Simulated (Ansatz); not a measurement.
Rows from a G0W0 calculation on PtS2 (1T monolayer) (Ansatz 0.2.0; G0W0 on PBE, plane waves, PAW; PAW set soft_1; 6×6×1 mesh, 182 empty bands, screening to 41 eV, PAW set soft_1 files), in eV. Spin-orbit coupling is left out.

```tsv
row	k	band	start	Σx	Σc at the solution	Vxc
A	(0.000, 0.167, 0.000)	c1	-4.281	-16.221	-2.533	-19.659
B	(0.000, 0.167, 0.000)	c2	-3.444	-16.357	-2.959	-20.307
C	(0.167, 0.167, 0.000)	c2	-4.137	-16.575	-2.787	-20.324
D	(0.167, 0.167, 0.000)	v1	-6.362	-20.763	2.526	-18.141
E	(0.000, 0.167, 0.000)	v1	-6.369	-23.156	2.947	-20.096
F	(0.167, 0.167, 0.000)	c1	-4.252	-15.378	-2.717	-19.002
```

Work out each quasiparticle level and how far it moved.

The quasiparticle equation reads E = start + Σx + Σc(E) − Vxc.

```tsv
row	E (eV)	shift (eV)
A	-3.377	+0.904
B	-2.454	+0.990
C	-3.175	+0.962
D	-6.458	−0.096
E	-6.482	−0.113
F	-3.344	+0.908
```

The gap over the computed points goes from 2.08 eV to 3.08 eV.

Limits: not at the basis limit; coarse mesh for a sheet; no spin polarisation; d states lean on the start; no spin-orbit coupling.

[Paths, hosts, dates, memory and timing lines, banners, echoed tables and standing remarks are left out of the program output.]

[Logs are printed without paths, hosts, clocks, repeated set-up lines and the standing remarks that a program may print on its own settings, such as how far it seeks lower states.]

[Runs of the session that timed out or met a known fault of the program may be left out.]

[Cells called generated may have been cut or substituted from an entry of the Crystallography Open Database or the Materials Project.]

[Hosts, paths, dates, database ids (printed as entryN), source tags and the programs' standing remarks are cut or masked in the printed files.]
